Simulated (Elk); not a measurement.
# MnS (Alabandite): which magnetic order is lowest

Wanted: the moments of MnS (Alabandite) and the energy of each order that was tried.

Main program and level: Elk 11.2.3 (patched build); PBE with U = 4.00 eV on Mn d; all-electron APW+lo, Dirac cores, scalar-relativistic bands.

## 1. Starting point

Symmetry: Fm-3m, No. 225, cubic system. The conventional cell has a = 5.224 Å, b = 5.224 Å, c = 5.224 Å, α = 90.00°, β = 90.00°, γ = 90.00°. Mn has 6 S at 2.61 Å nearest. Nearest to S lie 6 Mn at 2.61 Å. Farther neighbours and most contacts between anions are not listed.

Coordinates:

```cif
data_structure
_symmetry_space_group_name_H-M 'Fm-3m'
_symmetry_Int_Tables_number 225
_cell_length_a 5.2236
_cell_length_b 5.2236
_cell_length_c 5.2236
_cell_angle_alpha 90.000
_cell_angle_beta 90.000
_cell_angle_gamma 90.000
_cell_volume 142.53
loop_
_atom_site_label
_atom_site_type_symbol
_atom_site_symmetry_multiplicity
_atom_site_Wyckoff_symbol
_atom_site_fract_x
_atom_site_fract_y
_atom_site_fract_z
_atom_site_occupancy
Mn1 Mn 4 a 0.00000 0.00000 0.00000 1
S1 S 4 b 0.50000 0.00000 0.00000 1
```

## 2. Start 1: ferro +

The parallel start comes first: it fits the smallest cell, keeps the most symmetry and shows whether parallel moments form. A Hubbard U of customary size acts on the open shell; it was not fitted to this crystal.

Moments are seeded by fields in the spheres (the last three columns under atoms), set against the wanted direction and reduced each loop.

elk.in

```
tasks
  0

xctype
  20

rgkmax
  7.0

nempty
  12

swidth
  0.001837

reducebf
  0.6

epsengy
  1e-05

maxscl
  100

lmaxi
  3

lmaxo
  10

lmaxapw
  10

spinpol
  .true.

sppath
  './'

avec
  0.00000000000 4.93558669230 4.93558669230
  4.93558669230 0.00000000000 4.93558669230
  4.93558669230 4.93558669230 0.00000000000

atoms
  2
  'Mn.in'
  1
  0.0000000000 0.0000000000 0.0000000000   0.000000 0.000000 -0.450000
  'S.in'
  1
  0.5000000000 0.5000000000 0.5000000000   0.000000 0.000000 0.000000

ngridk
  8 8 8

dft+u
  1 1
  1 2 0.146997 0.000000
```

Run with:

```bash
$ OMP_NUM_THREADS=4 elk
```

Numbers of over 12 decimals in the logs are rounded to 6 here.

Log:

```text
┌─────────────────────────┐
│ Elk code version 11.2.3 │
└─────────────────────────┘

All units are atomic (Hartree, Bohr, etc.)

┌─────────────────────────────────────────────────┐
│ Ground-state run starting from atomic densities │
└─────────────────────────────────────────────────┘

Lattice vectors :
   0.000000000       4.935586692       4.935586692
   4.935586692       0.000000000       4.935586692
   4.935586692       4.935586692       0.000000000

Reciprocal lattice vectors :
 -0.6365185842      0.6365185842      0.6365185842
  0.6365185842     -0.6365185842      0.6365185842
  0.6365185842      0.6365185842     -0.6365185842

Unit cell volume      :    240.4619416
Brillouin zone volume :    1.031557060

Muffin-tin inner radius fraction :   0.1000000000E-01

Nuclei treated as point charges

Species : 1 (Mn)
 parameters loaded from : Mn.in
 name : manganese
 nuclear charge    :   -25.00000000
 electronic charge :    25.00000000
 atomic mass :    100145.9370
 muffin-tin radius :    2.400000000
 number of radial points in muffin-tin :    993
 inner part over the whole radius :   0.9953723401E-02
 number on inner part of muffin-tin    :    700
 approximate nuclear radius :   0.7074591925E-04
 number of mesh points to nuclear radius :    330
 atomic positions (lattice), magnetic fields (Cartesian) :
  1 :   0.00000000  0.00000000  0.00000000    0.00000000  0.00000000 -0.45000000

Species : 2 (S)
 parameters loaded from : S.in
 name : sulphur
 nuclear charge    :   -16.00000000
 electronic charge :    16.00000000
 atomic mass :    58450.91931
 muffin-tin radius :    2.200000000
 number of radial points in muffin-tin :    793
 inner part over the whole radius :   0.9890556315E-02
 number on inner part of muffin-tin    :    554
 approximate nuclear radius :   0.6195814986E-04
 number of mesh points to nuclear radius :    251
 atomic positions (lattice), magnetic fields (Cartesian) :
  1 :   0.50000000  0.50000000  0.50000000    0.00000000  0.00000000  0.00000000

Total number of atoms per unit cell :    2
Total muffin-tin volume :    102.5080739
 ratio of muffin-tin to unit cell volume :   0.4262964577

Spin treatment :
 spin-polarised
 global magnetic field (Cartesian) :    0.000000000       0.000000000       0.000000000
 collinear magnetisation in z-direction

Number of Bravais lattice symmetries :   48
Number of crystal symmetries         :   48
Crystal has inversion symmetry
Real symmetric eigensolver will be used

k-point grid :      8     8     8
k-point offset :    0.000000000       0.000000000       0.000000000
k-point set is reduced with full crystal symmetry group
Total number of k-points :       29

Muffin-tin radius times maximum |G+k| :    7.000000000
 using average radius
Maximum |G+k| for APW functions       :    3.043478261
Maximum (1/2)|G+k|²                   :    4.631379962
Maximum |G| for potential and density :    12.00000000
Constant for pseudocharge density :    7
 order of it for each species :   14  14
 order of it for pair densities of each species (exact exchange by exxq0 0: 18) :   11   8
Radial integration step length :    1

G-vector grid sizes :     27    27    27
Number of G-vectors :     6975

Maximum angular momentum used for
 APW functions            :   10
 outer part of muffin-tin :   10
 inner part of muffin-tin :    3

Total nuclear charge    :   -41.00000000
Total core charge       :    20.00000000
Total valence charge    :    21.00000000
Total excess charge     :    0.000000000
Total electronic charge :    41.00000000

Effective Wigner radius, rₛ :    1.118728309

Number of empty states         :     24
Total number of valence states :     70
Total number of core states    :     20

Third-order local-orbitals added for an l without core states : T
Total number of local-orbitals :     28

Exchange-correlation functional :     20     0     0
 Perdew-Burke-Ernzerhof, Phys. Rev. Lett. 77, 3865 (1996)
 gradient requirement :    1
 generalised gradient approximation (GGA)

DFT+U calculation
 fully localised limit (FLL)
 see Phys. Rev. B 52, R5467 (1995)
 species : 1 (Mn), l = 2, U =   0.14699700, J =   0.00000000

Smearing type :    3
 Fermi-Dirac
Smearing width :   0.1837000000E-02
Effective electronic temperature (K) :    580.0787206

Mixing type :    3
 Broyden mixing, J. Phys. A: Math. Gen. 17, L317 (1984)

Kohn-Sham potential initialised from atomic data

┌──────────────────────────────┐
│ Self-consistent loop started │
└──────────────────────────────┘

┌─────────────────┐
│ Loop number : 1 │
└─────────────────┘

Energies :
 Fermi                       :     0.103362
 sum of occupied eigenvalues :     -903.08757892509
 electron kinetic            :      1574.4000058103
 core electron kinetic       :      1441.8750312602
 Coulomb                     :     -3054.6126274212
 Coulomb potential           :     -2370.4916272357
 nuclear-nuclear             :     -248.75714354596
 electron-nuclear            :     -3248.0144462808
 Hartree                     :      442.15896240560
 Madelung                    :     -1869.3668138033
 xc potential                :     -106.82123102300
 xc effective B-field        :    -0.252680
 external B-field            :      0.000000
 exchange                    :     -76.292563903869
 correlation                 :     -1.750318
 DFT+U                       :     0.288591
 electron entropic           :    -0.58422149002660E-03
 total energy                :     -1557.9674972846
 (external B-field energy excluded from total)

Density of states at Fermi energy :    51.91667556
 (states/Hartree/unit cell)

Estimated indirect band gap :   0.1074454284E-02
 from k-point 2 to k-point 13
Estimated direct band gap   :   0.4857681238E-02
 at k-point 12

Charges :
 core                        :    20.00000000
 valence                     :    21.00000000
 interstitial                :    2.945762219
 muffin-tins (core leakage)
  species : 1 (Mn)
   atom 1                    :    23.57594194     ( -0.2246775441E-06)
  species : 2 (S)
   atom 1                    :    14.47829584     (  0.6949615185E-04)
 total in muffin-tins        :    38.05423778
 total calculated charge     :    40.99993416
 total charge                :    41.00000000
 error                       :   0.6584206552E-04

Moments :
 interstitial                :   0.1928725787
 muffin-tins
  species : 1 (Mn)
   atom 1                    :    3.679181528
  species : 2 (S)
   atom 1                    :   0.9332575353E-01
 total in muffin-tins        :    3.772507281
 total moment                :    3.965379860

┌─────────────────┐
│ Loop number : 2 │
└─────────────────┘

Energies :
 Fermi                       :     0.112250
 sum of occupied eigenvalues :     -903.25935059251
 electron kinetic            :      1574.3607852733
 core electron kinetic       :      1441.0754066407
 Coulomb                     :     -3055.0368251346
 Coulomb potential           :     -2370.7836584425
 nuclear-nuclear             :     -248.75714354596
 electron-nuclear            :     -3248.5551025914
 Hartree                     :      442.27542100275
 Madelung                    :     -1869.6449959133
 xc potential                :     -106.50777153009
 xc effective B-field        :    -0.375905
 external B-field            :      0.000000
 exchange                    :     -76.404839305089
 correlation                 :     -1.741138
 DFT+U                       :     0.322641
 electron entropic           :    -0.20878354486416E-03
 total energy                :     -1558.4995849447
 (external B-field energy excluded from total)

Density of states at Fermi energy :    19.43207986
 (states/Hartree/unit cell)

Estimated indirect band gap :   0.2832237777E-02
 from k-point 17 to k-point 10
Estimated direct band gap   :   0.3886359465E-01
 at k-point 10

Charges :
 core                        :    20.00000000
 valence                     :    21.00000000
 interstitial                :    2.897311162
 muffin-tins (core leakage)
  species : 1 (Mn)
   atom 1                    :    23.44055933     ( -0.2246776241E-06)
  species : 2 (S)
   atom 1                    :    14.66212950     (  0.6949217100E-04)
 total in muffin-tins        :    38.10268884
 total calculated charge     :    40.99993462
 total charge                :    41.00000000
 error                       :   0.6538467247E-04

Moments :
 interstitial                :   0.2645540785
 muffin-tins
  species : 1 (Mn)
   atom 1                    :    4.448448948
  species : 2 (S)
   atom 1                    :   0.1647863597
 total in muffin-tins        :    4.613235308
 total moment                :    4.877789386

RMS change in Kohn-Sham potential (target) :    3.673148264     (  0.1000000000E-05)
Absolute change in total energy (target)   :   0.5320876600     (  0.1000000000E-04)

[... loops 3 to 19 left out ...]

┌──────────────────┐
│ Loop number : 20 │
└──────────────────┘

Energies :
 Fermi                       :     0.235756
 sum of occupied eigenvalues :     -897.92540482322
 electron kinetic            :      1573.9547319540
 core electron kinetic       :      1441.6803062158
 Coulomb                     :     -3054.0395736379
 Coulomb potential           :     -2370.6763979206
 nuclear-nuclear             :     -248.75714354596
 electron-nuclear            :     -3246.6430040820
 Hartree                     :      441.36057399006
 Madelung                    :     -1868.7013746776
 xc potential                :     -100.80136905151
 xc effective B-field        :    -0.402369
 external B-field            :      0.000000
 exchange                    :     -76.349174524050
 correlation                 :     -1.739750
 DFT+U                       :     0.329982
 electron entropic           :    -0.62796167010107E-06
 total energy                :     -1557.8437850455
 (external B-field energy excluded from total)

Density of states at Fermi energy :   0.2324819138E-01
 (states/Hartree/unit cell)

Estimated indirect band gap :   0.2354310179E-01
 from k-point 5 to k-point 21
Estimated direct band gap   :   0.9760021292E-01
 at k-point 11

Charges :
 core                        :    20.00000000
 valence                     :    21.00000000
 interstitial                :    2.940356078
 muffin-tins (core leakage)
  species : 1 (Mn)
   atom 1                    :    23.44077877     ( -0.2246776081E-06)
  species : 2 (S)
   atom 1                    :    14.61886515     (  0.7082641883E-04)
 total in muffin-tins        :    38.05964392
 total calculated charge     :    40.99993324
 total charge                :    41.00000000
 error                       :   0.6676251211E-04

Moments :
 interstitial                :   0.2821173183
 muffin-tins
  species : 1 (Mn)
   atom 1                    :    4.615392775
  species : 2 (S)
   atom 1                    :   0.1024465211
 total in muffin-tins        :    4.717839297
 total moment                :    4.999956615

RMS change in Kohn-Sham potential (target) :   0.1301715783E-06 (  0.1000000000E-05)
Absolute change in total energy (target)   :   0.1548787395E-05 (  0.1000000000E-04)

Convergence targets achieved

┌──────────────────┐
│ Loop number : 21 │
└──────────────────┘

Energies :
 Fermi                       :     0.235756
 sum of occupied eigenvalues :     -897.92540563590
 electron kinetic            :      1573.9547324742
 core electron kinetic       :      1441.6803071088
 Coulomb                     :     -3054.0395739820
 Coulomb potential           :     -2370.6763987387
 nuclear-nuclear             :     -248.75714354596
 electron-nuclear            :     -3246.6430041032
 Hartree                     :      441.36057366718
 Madelung                    :     -1868.7013746126
 xc potential                :     -100.80136963635
 xc effective B-field        :    -0.402369
 external B-field            :      0.000000
 exchange                    :     -76.349174588337
 correlation                 :     -1.739750
 DFT+U                       :     0.329982
 electron entropic           :    -0.62796758206906E-06
 total energy                :     -1557.8437849108
 (external B-field energy excluded from total)

Density of states at Fermi energy :   0.2324843228E-01
 (states/Hartree/unit cell)

Estimated indirect band gap :   0.2354306872E-01
 from k-point 5 to k-point 21
Estimated direct band gap   :   0.9760029513E-01
 at k-point 11

Charges :
 core                        :    20.00000000
 valence                     :    21.00000000
 interstitial                :    2.940356129
 muffin-tins (core leakage)
  species : 1 (Mn)
   atom 1                    :    23.44077860     ( -0.2246776045E-06)
  species : 2 (S)
   atom 1                    :    14.61886528     (  0.7082641928E-04)
 total in muffin-tins        :    38.05964387
 total calculated charge     :    40.99993324
 total charge                :    41.00000000
 error                       :   0.6676251346E-04

Moments :
 interstitial                :   0.2821166962
 muffin-tins
  species : 1 (Mn)
   atom 1                    :    4.615393268
  species : 2 (S)
   atom 1                    :   0.1024466505
 total in muffin-tins        :    4.717839918
 total moment                :    4.999956614

┌──────────────────────────────┐
│ Self-consistent loop stopped │
└──────────────────────────────┘

Wrote STATE.OUT
```

It took 90 s on 4 threads of Arm Neoverse V1, shared host; peak memory 0.27 GiB.

This step gave:

```
density of states at the Fermi level : 8.54e-4 states/eV/cell
moment between the spheres           : 0.2821 μB
magnetization                        : 5.000 μB
final state                          : ferromagnetic
largest moment                       : 4.615 μB
```

After 21 cycles the largest moment stands at 4.62 μB.

(Continued in part 2 of 2.)

[Logs and program files are shortened in this print: banners, set-up blocks, solver, clock and traceback lines can be left out without a mark of their own.]

[Logs are printed without paths, hosts, clocks, repeated set-up lines and the standing remarks that a program may print on its own settings, such as how far it seeks lower states.]

[Hosts, paths, dates, database ids (printed as entryN), source tags and the programs' standing remarks are cut or masked in the printed files.]

[Where a cell is said to come from a database of computed structures, the database is the Materials Project.]
